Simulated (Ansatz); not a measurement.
# CaO (Lime, Fm-3m): from the cell to its phonons, part 2 of 3

How does CaO (Lime, Fm-3m) vibrate, and is this structure a minimum?

Ansatz 0.2.0; DFT LDA, scalar-relativistic, plane waves, PAW; PAW set soft_1.

So far. Step 3 (Tight relaxation): The forces vanish by symmetry and the pressure is -0.003 GPa, within the tolerances set. The cell now holds 13.04 Å³/atom. The relaxed cell has a = 4.707 Å (conventional setting).

**4. Modes at Γ**

The zone centre comes first: it holds the modes that light can see, as far as symmetry allows. The response to a homogeneous field gives the Born charges and the dielectric tensor, and its change with displacement the Raman tensors.

Contents of input.yaml:

```yaml
crystal:
  lattice:
    - [0.0, 2.3536805531, 2.3536805531]
    - [2.3536805531, 0.0, 2.3536805531]
    - [2.3536805531, 2.3536805531, 0.0]
  atoms:
    - { symbol: Ca, position: [0.0, 0.0, 0.0] }
    - { symbol: O, position: [0.5, 0.5, 0.5] }
kpoints:
  mp_grid: { grid: [8, 8, 8] }
hamiltonian:
  xc: lda
  pseudopotentials: { kind: paw, azcp: { folder: soft_1 }, xc_functional: pbe }
scf:
  occupations: { method: fixed }
output:
  eigenvalues: true
phonons:
  method: dfpt
  dielectric: true
  rigid_motions: translations
  raman: true
```

The run is started by

```
$ ansatz run input.yaml --threads 4 --pin off --max-ram 10240MiB --backend cpu --events-out ev --progress --plain --runs-dir out
```

Numbers of over 12 decimals in the logs are rounded to 6 here.

Output:

```text
[...]
Crystal: 2 atoms, lattice volume = 26.078 Å³
Basis set: ecut = 420 eV, 531 PW (Γ), exchange–correlation on 48×48×48 points (8 copies of the dense FFT grid, shifted against one another)
Bands: 12, of which v1, the nominal top of the filled ones, is band 8 counted from 1 (7 counted from 0)
Symmetry: 48 space group operations
k-points: 59 of 512 (irreducible under 8 space group operations, time reversal used)
[...]
SCF iter   1: F=—  HF=-2332.354568 eV  |F-HF|=—  |Δ(HF+E_count)|=         —  Δρ=1.11e-1  dr2=2.89e0  ethr=3.10e-3  ⟨swp⟩=4.1  Hψ=4154  notcnv=0  defer=6
[...]
SCF iter   9: F=-2331.648079 eV  HF=-2331.648079 eV  |F-HF|=2.27e-12  |Δ(HF+E_count)|=  2.64e-11  Δρ=1.00e-7  dr2=2.85e-12  ethr=1.00e-12  ⟨swp⟩=7.2  Hψ=4243  notcnv=0
SCF 1 converged in 9 iterations: F = -2331.648079 eV  dr2 = 2.85e-12
[...]
DFPT response loops at Γ: preconditioner auto → none (the input reference at scf.mixing.eps_inf says where Resta's filter doesn't serve); β = 0.50; Broyden in place of MSR1
── the response to a field inside a basis, on 8×8×8 k-points: an SCF that follows is theirs, and a resumed run solves both again ──
Bands: 9, of which v1, the nominal top of the filled ones, is band 8 counted from 1 (7 counted from 0)
k-points: 60 of 512 (irreducible under 12 space group operations)
[...]
Eigensolver: Dense (60 Hₖ)
SCF iter   1: F=—  HF=-2331.649956 eV  |F-HF|=—  |Δ(HF+E_count)|=         —  Δρ=5.84e-4  dr2=1.29e-5  ethr=1.00e-1
[...]
SCF iter   6: F=-2331.649953 eV  HF=-2331.649953 eV  |F-HF|=4.55e-13  |Δ(HF+E_count)|=  3.05e-11  Δρ=1.09e-7  dr2=9.90e-13  ethr=2.68e-12
SCF 1 converged in 6 iterations: F = -2331.649953 eV  dr2 = 9.90e-13
[...]
SCF converged after 9 iterations
Free energy (F): -2331.648079 eV
[...]
Internal energy: -2331.648079 eV  (E = F + TS)
E sigma→0 (E₀):  -2331.648079 eV
Fermi energy:    8.007815 eV
[...]
--- Band table (eV; the first three rows and the last of 59) ---
  k-point 0: bands = [... 4 lower, -7.3202, 8.0078, 8.0078, 8.0078, 13.0990, 14.2775, 14.2775, 14.2775]
  k-point 1: bands = [... 4 lower, -7.0142, 7.4393, 7.7681, 7.7681, 13.7918, 14.2416, 14.5682, 14.5682]
  k-point 2: bands = [... 4 lower, -6.4388, 6.3622, 7.2602, 7.2602, 14.3292, 15.2787, 15.3343, 15.3343]
  k-point 58: bands = [... 4 lower, -6.5413, 6.5980, 6.9379, 6.9379, 14.3960, 14.3960, 16.8291, 17.9781]
--- Phonons (Γ-DFPT): 2 representative perturbations + reference, on 59 of 512 k-points (Σ response iterations 7) ---
  k mesh reduced under 8 symmetry operations, with k and −k counted as one. Each operation leaves every solved perturbation unchanged. A smaller set is not considered because the run solves the response to a homogeneous field
  ASR residual: 7.746e-5 → 0.000e0 eV/Å²; symmetrization residual: 7.392e-8 eV/Å²
  ASR residual per site (eV/Å²): 9.99e-6 7.75e-5
  Γ frequencies (cm⁻¹): 0.00 0.00 0.00 290.66 290.66 290.66
  ε∞ (high-frequency dielectric tensor):
        3.881456     0.000000     0.000000
        0.000000     3.881456     0.000000
        0.000000     0.000000     3.881456
  ε⁰ (static dielectric tensor: ions relaxed, cell fixed):
       14.897736    -0.000000    -0.000000
       -0.000000    14.897736    -0.000000
       -0.000000    -0.000000    14.897736
  ε⁰ − ε∞ (ionic part):
       11.016280    -0.000000    -0.000000
       -0.000000    11.016280    -0.000000
       -0.000000    -0.000000    11.016280
  softest optical mode at Γ: 290.66 cm⁻¹; the repairs (sum rule, projections) moved no ω² at Γ by more than (1.15 cm⁻¹)²
  Born effective charges Z* (e; rows j = field, columns β = displacement):
    site 0:
         2.37484   -0.00000   -0.00000
         0.00000    2.37484    0.00000
        -0.00000    0.00000    2.37484
    site 1:
        -2.37484    0.00000    0.00000
        -0.00000   -2.37484   -0.00000
         0.00000   -0.00000   -2.37484
  Z* charge neutrality: 2.518e-4 e pre-enforcement
  solved inside a basis spanned on kpoints, on 8×8×8 k-points: ε∞ is read to err by 8.7e-3, Z* by 1.1e-2 e (field_mesh: kpoints solves on kpoints); Z* is corrected for what the basis lacks
  Raman tensors (in the event stream and the table raman_tensors.tsv): an entry may err by 2.3e-4 Å², one of the second-order susceptibility by 7.5e-20 pm/V (basis, points and sum rule); their sum over the sites missed zero by 3.287e-22 Å² ahead of its enforcement
  optical modes at Γ without the LO–TO term, one row a degenerate level:
      ω (cm⁻¹)  modes    IR ((D/Å)²/amu)  static Raman (Å⁴/amu)  depolarisation
        290.66      3            34.1380                 0.0000               —
  optical modes at Γ + LO–TO along q̂ = [1.0000, 0.0000, 0.0000]:
      ω (cm⁻¹)  modes    IR ((D/Å)²/amu)  static Raman (Å⁴/amu)  depolarisation
        290.66      2            22.7587                 0.0000               —
        569.44      1            11.3793                 0.0000               —
  optical modes at Γ + LO–TO along q̂ = [0.0000, 1.0000, 0.0000]:
      ω (cm⁻¹)  modes    IR ((D/Å)²/amu)  static Raman (Å⁴/amu)  depolarisation
        290.66      2            22.7587                 0.0000               —
        569.44      1            11.3793                 0.0000               —
  optical modes at Γ + LO–TO along q̂ = [0.0000, 0.0000, 1.0000]:
      ω (cm⁻¹)  modes    IR ((D/Å)²/amu)  static Raman (Å⁴/amu)  depolarisation
        290.66      2            22.7587                 0.0000               —
        569.44      1            11.3793                 0.0000               —
```

It took 14 s on 4 threads of Intel Xeon Platinum 8488C (Sapphire Rapids), shared host; peak memory 0.64 GiB.

Numbers from this step:

| Quantity | Value |
| --- | --- |
| sum-rule residual before enforcement | 7.75e-5 eV/Å² |
| miss of the charge sum rule | 2.52e-4 e |
| estimated error of the dielectric tensor | 0.008695 |
| estimated error of the Born charges | 0.01065 e |
| point group | m-3m |
| highest optical mode at the zone centre (no LO-TO term) | 290.7 cm⁻¹ |
| lowest optical zone-centre mode | 290.7 cm⁻¹ |
| mean high-frequency dielectric constant | 3.882 |
| largest Born charge (third of the trace) | 2.375 e |
| mean static dielectric constant | 14.90 |
| top of the zone-centre spectrum with the field | 569.4 cm⁻¹ |

Without the LO-TO term. Patterns of degenerate modes are one choice out of their space. Modes at Γ, with each element's share of the kinetic energy:

| mode | frequency (cm⁻¹) | symmetry | Ca % | O % |
| --- | --- | --- | --- | --- |
| 1 | 0.0 | acoustic | 71 | 29 |
| 2 | 0.0 | acoustic | 71 | 29 |
| 3 | 0.0 | acoustic | 71 | 29 |
| 4 | 290.7 | T1u | 29 | 71 |
| 5 | 290.7 | T1u | 29 | 71 |
| 6 | 290.7 | T1u | 29 | 71 |

Displacements in mode 6 (290.7 cm⁻¹), the largest set to 1:
```
Ca1  0.00  0.00 -0.40
O2   0.00  0.00  1.00
```

Optical modes at the zone centre, without and with the macroscopic field of the longitudinal modes; each column is sorted by frequency, so a row need not hold one and the same mode. Modes with and without the field, by row:

| rank among optical modes | no field (cm⁻¹) | q along (1, 0, 0) (cm⁻¹) |
| --- | --- | --- |
| 1 | 290.7 | 290.7 |
| 2 | 290.7 | 290.7 |
| 3 | 290.7 | 569.4 |

Born charge (rows field, columns displacement) (e), principal values of the symmetric part by kind of site:

| atom | atoms with these values | low | middle | high | mean |
| --- | --- | --- | --- | --- | --- |
| Ca1 | 1 | 2.37 | 2.37 | 2.37 | 2.37 |
| O2 | 1 | -2.37 | -2.37 | -2.37 | -2.37 |

In full for O2:

```
-2.37  0.00  0.00
 0.00 -2.37  0.00
 0.00  0.00 -2.37
```

High-frequency dielectric tensor:

```
3.88 0.00 0.00
0.00 3.88 0.00
0.00 0.00 3.88
```

Static dielectric tensor (ions relaxed, fixed cell):

```
14.90  0.00  0.00
 0.00 14.90  0.00
 0.00  0.00 14.90
```

Transverse modes. Infrared lines, with heights relative to the strongest:

| position (cm⁻¹) | label | relative intensity |
| --- | --- | --- |
| 291 | T1u | 100 |

Before it was imposed, the acoustic sum rule was missed by 7.7e-5 eV/Å² and the charge sum rule by 2.5e-4 e. Small misses are needed for a sound result but don't prove that mesh and cutoff are converged. The lowest optical mode is real, 291 cm⁻¹.

**5. Phonons on a q mesh**

Stability and thermal properties need the whole zone. Linear response on a 4×4×4 q mesh gives force constants as far as a supercell of that size would, and the tensors from the zone-centre run are typed in so that the long-range dipole term is interpolated apart.

input.yaml, the sections that differ from step 4:

```yaml
phonons:
  method: dfpt
  qmesh: [4, 4, 4]
  temperatures: { t_max: 1000, t_step: 50 }
  qpath:
    path:
      - [[0.0, 0.0, 0.0], [0.5, 0.0, 0.5], [0.625, 0.25, 0.625]]
      - [[0.375, 0.375, 0.75], [0.0, 0.0, 0.0], [0.5, 0.5, 0.5], [0.5, 0.25, 0.75], [0.5, 0.0, 0.5]]
    npoints: 10
  non_analytic_term:
    high_frequency_dielectric_tensor: [[3.8815, 0.0, 0.0], [0.0, 3.8815, 0.0], [0.0, 0.0, 3.8815]]
    born_effective_charges:
      - { species: Ca, tensor: [[2.3748, 0.0, 0.0], [0.0, 2.3748, 0.0], [0.0, 0.0, 2.3748]] }
      - { species: O, tensor: [[-2.3748, 0.0, 0.0], [0.0, -2.3748, 0.0], [0.0, 0.0, -2.3748]] }
    source: "zone-centre run at this cell"
# crystal, kpoints, hamiltonian, scf, output: as in step 4
```

Output:

```text
[...]
Crystal: 2 atoms, lattice volume = 26.078 Å³
Basis set: ecut = 420 eV, 531 PW (Γ), exchange–correlation on 48×48×48 points (8 copies of the dense FFT grid, shifted against one another)
Bands: 12, of which v1, the nominal top of the filled ones, is band 8 counted from 1 (7 counted from 0)
Symmetry: 48 space group operations
k-points: 29 of 512
[...]
SCF iter   1: F=—  HF=-2332.354604 eV  |F-HF|=—  |Δ(HF+E_count)|=         —  Δρ=1.11e-1  dr2=2.89e0  ethr=3.10e-3  ⟨swp⟩=4.0  Hψ=2031  notcnv=0  defer=4
[...]
SCF iter   9: F=-2331.648079 eV  HF=-2331.648079 eV  |F-HF|=2.27e-12  |Δ(HF+E_count)|=  2.09e-11  Δρ=1.11e-7  dr2=3.39e-12  ethr=1.00e-12  ⟨swp⟩=6.8  Hψ=2044  notcnv=0
SCF 1 converged in 9 iterations: F = -2331.648079 eV  dr2 = 3.39e-12
[...]
NSCF: frozen V_eff on 29 k-points
[...]
DFPT response loops at q = (0, 0, 0) (fractional): preconditioner auto → none (the input reference at scf.mixing.eps_inf says where Resta's filter doesn't serve); β = 0.50; Broyden in place of MSR1
[...]
SCF converged after 9 iterations
Free energy (F): -2331.648079 eV
[...]
Internal energy: -2331.648079 eV  (E = F + TS)
E sigma→0 (E₀):  -2331.648079 eV
Fermi energy:    8.007816 eV
[...]
--- Band table (eV; the first three rows and the last of 29) ---
  k-point 0: bands = [... 4 lower, -7.3202, 8.0078, 8.0078, 8.0078, 13.0990, 14.2775, 14.2775, 14.2775]
  k-point 1: bands = [... 4 lower, -7.0142, 7.4393, 7.7681, 7.7681, 13.7918, 14.2416, 14.5682, 14.5682]
  k-point 2: bands = [... 4 lower, -6.4388, 6.3622, 7.2602, 7.2602, 14.3292, 15.2787, 15.3343, 15.3343]
  k-point 28: bands = [... 4 lower, -6.5413, 6.5980, 6.9379, 6.9379, 14.3960, 14.3960, 16.8291, 17.9781]
--- Phonons (Γ-DFPT): 2 representative perturbations + reference (Σ response iterations 7) ---
  ASR residual: 8.800e-5 → 0.000e0 eV/Å²; symmetrization residual: 1.347e-7 eV/Å²
  ASR residual per site (eV/Å²): 1.35e-5 8.80e-5
  Γ frequencies (cm⁻¹): 0.00 0.00 0.00 290.66 290.66 290.66
--- Phonons (arbitrary-q DFPT): 8 irreducible q on the 4×4×4 mesh ---
  q = [0.0000, 0.0000, 0.0000] (star 1, of the zone-centre solve; hermiticity 7.58e-8, symmetrization 2.73e-13): -0.00 0.00 0.00 290.66 290.66 290.66
  q = [0.0000, 0.0000, 0.2500] (star 8, 2 solved perturbations on 288 of 512 k-point pairs; hermiticity 3.07e-8, symmetrization 5.00e-14): 136.93 136.93 238.37 308.88 308.88 544.81
[...]
q = [0.0000, 0.2500, 0.2500] (star 6, 4 solved perturbations in 528 linear systems a pass and spin channel, the states on 164 of 512 k-point pairs; hermiticity 1.41e-8, symmetrization 1.36e-14): 146.87 146.87 247.92 307.10 307.10 497.77
[...]
sum rule: each row above includes the acoustic sum rule's correction from the zone centre's row sums; it moved no ω² by more than (1.22 cm⁻¹)²
  mesh force constants: q→R imaginary residual 1.53e-18; ASR residual 8.800e-5 → 0.000e0 eV/Å²; symmetrization residual 1.421e-14 eV/Å²
  interpolated dispersion: 63 rows × 6 modes
  density of states and harmonic sums: on the 24×24×24 q-mesh, interpolated from the force constants of a 4×4×4 supercell (with the dipole–dipole term of supplied tensors)
  largest difference from the sums on the solved wave vectors: F 8.83e-3 eV, S 1.29e-5 and C_V 3.97e-6 eV/K
  zero-point energy: 0.111917 eV/cell   skipped modes (ω ≤ 0): 3   left out of the sums: 3.62e-5 of the cell's modes: C_V's classical limit lies that fraction below 3 k_B per atom; for a crystal, a wire or a layer, F and S can be off by more, and a phonons.interpolated_qmesh denser along its periods is the remedy for the sampling
```

It took 24 s on 4 threads; peak memory 0.75 GiB; 89 s of CPU time.

This step gave:

```
sum-rule residual before enforcement                    : 8.80e-5 eV/Å²
lowest frequency on the path                            : 0 cm⁻¹
highest frequency on the path or at a solved wavevector : 569.4 cm⁻¹
mean frequency                                          : 300.9 cm⁻¹
Debye temperature (second moment)                       : 587 K
logarithmic mean frequency                              : 284.1 cm⁻¹
lowest mode on the q mesh (acoustic modes at Γ apart)   : 136.9 cm⁻¹
zero-point energy per atom                              : 55.96 meV
heat capacity at 300 K                                  : 20.82 J/(mol atoms K)
vibrational entropy at 300 K                            : 19.45 J/(mol atoms K)
```

Frequencies (cm⁻¹) solved at each irreducible wavevector; negative means imaginary. Frequencies by wavevector, by row:

| q in reciprocal lattice units | star | mode 1 | mode 2 | mode 3 | mode 4 | mode 5 | mode 6 |
| --- | --- | --- | --- | --- | --- | --- | --- |
| 0 0 0 | 1 | 0 | 0 | 0 | 290.7 | 290.7 | 290.7 |
| 0 0 0.25 | 8 | 136.9 | 136.9 | 238.4 | 308.9 | 308.9 | 544.8 |
| 0 0 -0.5 | 4 | 189.5 | 189.5 | 324.4 | 324.4 | 383.6 | 486.2 |
| 0 0.25 0.25 | 6 | 146.9 | 146.9 | 247.9 | 307.1 | 307.1 | 497.8 |
| 0 0.25 -0.5 | 24 | 199.9 | 236.3 | 318.2 | 320 | 342.2 | 438.9 |
| 0 0.25 -0.25 | 12 | 187 | 226.2 | 307.5 | 323.5 | 332.4 | 478.5 |
| 0 -0.5 -0.5 | 3 | 205.1 | 205.1 | 311.6 | 314.5 | 314.5 | 393.3 |
| 0.25 -0.5 -0.25 | 6 | 251.2 | 275.7 | 275.7 | 353.2 | 353.2 | 372.6 |

Interpolated from a 4×4×4 q mesh, with the LO-TO term (at Γ the limit along the path; where Γ stands inside the path, tables give the limit on arrival). Phonon branches along the path, in cm⁻¹:

| point | branch 1 | branch 2 | branch 3 | branch 4 | branch 5 | branch 6 |
| --- | --- | --- | --- | --- | --- | --- |
| Γ | 0 | 0 | 0 | 291 | 291 | 569 |
| halfway | 147 | 147 | 248 | 307 | 307 | 498 |
| X | 205 | 205 | 312 | 314 | 314 | 393 |
| halfway | 208 | 231 | 307 | 315 | 339 | 388 |
| U | 211 | 281 | 293 | 318 | 371 | 388 |
| jump to K | 211 | 281 | 293 | 318 | 371 | 388 |
| halfway | 159 | 176 | 262 | 314 | 320 | 518 |
| Γ | 0 | 0 | 0 | 291 | 291 | 569 |
| halfway | 137 | 137 | 238 | 309 | 309 | 545 |
| L | 190 | 190 | 324 | 324 | 384 | 486 |
| halfway | 206 | 236 | 326 | 337 | 346 | 447 |
| W | 251 | 276 | 276 | 353 | 353 | 373 |
| halfway | 230 | 231 | 303 | 327 | 345 | 382 |
| X | 205 | 205 | 312 | 314 | 314 | 393 |

The phonon branches as a text plot (rows in cm⁻¹):

```
    558 |****                     **********
    534 |    **                  *          **
    510 |                       *             **
    486 |      *               *                ****
    463 |       *            **                     **
    439 |        *          *                         **
    415 |         **       *                            *
    391 |           ***** *                      **      *    ***
    368 |               ****                    *  ***    ****
    344 |              *    ***                *     **********
    320 |       ******************          *************    ****
    297 |******* ***   *****   * ***********                ***
    273 |       *        ***    *            *           ***
    249 |      *        *   *               *          *******
    225 |              *     **  *                   ****    **
    202 |    **   **************           *      *****        **
    178 |   *   **             ** **          ****
    154 |      *                **        *  *
    130 |    **                  *  *       *
    107 |  **                     **     * *
     83 |                           *     *
     59 | **                         *  **
     36 | *                          *  *
     12 |*                            **
         Γ           X  U|K            Γ         L        W     X
```

The phonon density of states has structure finer than the step of the table below, so its rows give means over 25 cm⁻¹, whole bins alone (the curve runs from 2.5 to 568 cm⁻¹). Peaks (cm⁻¹: height): 207.5: 0.0307, 322.5: 0.0924.

Tetrahedra on a 24×24×24 mesh, mean over bins of 5 cm-1. Interpolated from a 4×4×4 q mesh. Table of phonon density of states by wavenumber; means over each step:

wavenumber (cm⁻¹), phonon density of states (1/cm⁻¹/cell) and a bar:
```
       25     0.0001 
       50     0.0004 
       75     0.0010 
      100     0.0020 #
      125     0.0038 ##
      150     0.0068 ###
      175     0.0136 #######
      200     0.0270 #############
      225     0.0171 ########
      250     0.0108 #####
      275     0.0072 ###
      300     0.0289 ##############
      325     0.0618 ##############################
      350     0.0175 ########
      375     0.0039 ##
      400     0.0058 ###
      425     0.0061 ###
      450     0.0068 ###
      475     0.0072 ###
      500     0.0055 ###
      525     0.0040 ##
      550     0.0026 #
```

The partial phonon density of states has structure finer than the step of the table below, so its rows give means over 20 cm⁻¹, whole bins alone (the curve runs from -10 to 596 cm⁻¹). Peaks (cm⁻¹: height): Ca 199.5: 0.0261, 306.1: 0.0234; O 321.3: 0.0638.

Phonopy on the run's constants, 21x21x21 mesh, Gaussian sigma 4.3 cm-1. Interpolated from a 4×4×4 q mesh. Table of partial phonon density of states by wavenumber; means over each step; values in 1/cm⁻¹/cell:

| wavenumber (cm⁻¹) | Ca | O |
| --- | --- | --- |
| 0 | 1.1e-5 | 3.8e-6 |
| 20 | 4.0e-5 | 1.4e-5 |
| 40 | 1.7e-4 | 6.5e-5 |
| 60 | 4.2e-4 | 1.5e-4 |
| 80 | 8.9e-4 | 3.0e-4 |
| 100 | 0.00154 | 4.6e-4 |
| 120 | 0.00266 | 7.1e-4 |
| 140 | 0.00439 | 9.5e-4 |
| 160 | 0.00759 | 0.00126 |
| 180 | 0.0147 | 0.00148 |
| 200 | 0.0251 | 0.00173 |
| 220 | 0.0185 | 0.00131 |
| 240 | 0.0116 | 8.3e-4 |
| 260 | 0.00876 | 7.2e-4 |
| 280 | 0.00632 | 0.00112 |
| 300 | 0.0172 | 0.0117 |
| 320 | 0.0149 | 0.0513 |
| 340 | 0.00561 | 0.0245 |
| 360 | 0.00293 | 0.00691 |
| 380 | 9.8e-4 | 0.00326 |
| 400 | 2.4e-4 | 0.00541 |
| 420 | 3.0e-4 | 0.00561 |
| 440 | 4.3e-4 | 0.00603 |
| 460 | 6.4e-4 | 0.00635 |
| 480 | 8.6e-4 | 0.00621 |
| 500 | 9.9e-4 | 0.00446 |
| 520 | 9.6e-4 | 0.00325 |
| 540 | 8.3e-4 | 0.00242 |
| 560 | 4.9e-4 | 0.00129 |
| 580 | 2.4e-5 | 6.2e-5 |

[end of part 2 of 3]

[Logs are printed without paths, hosts, clocks, repeated set-up lines and the standing remarks that a program may print on its own settings, such as how far it seeks lower states.]

[Hosts, paths, dates, database ids (printed as entryN), source tags and the programs' standing remarks are cut or masked in the printed files.]
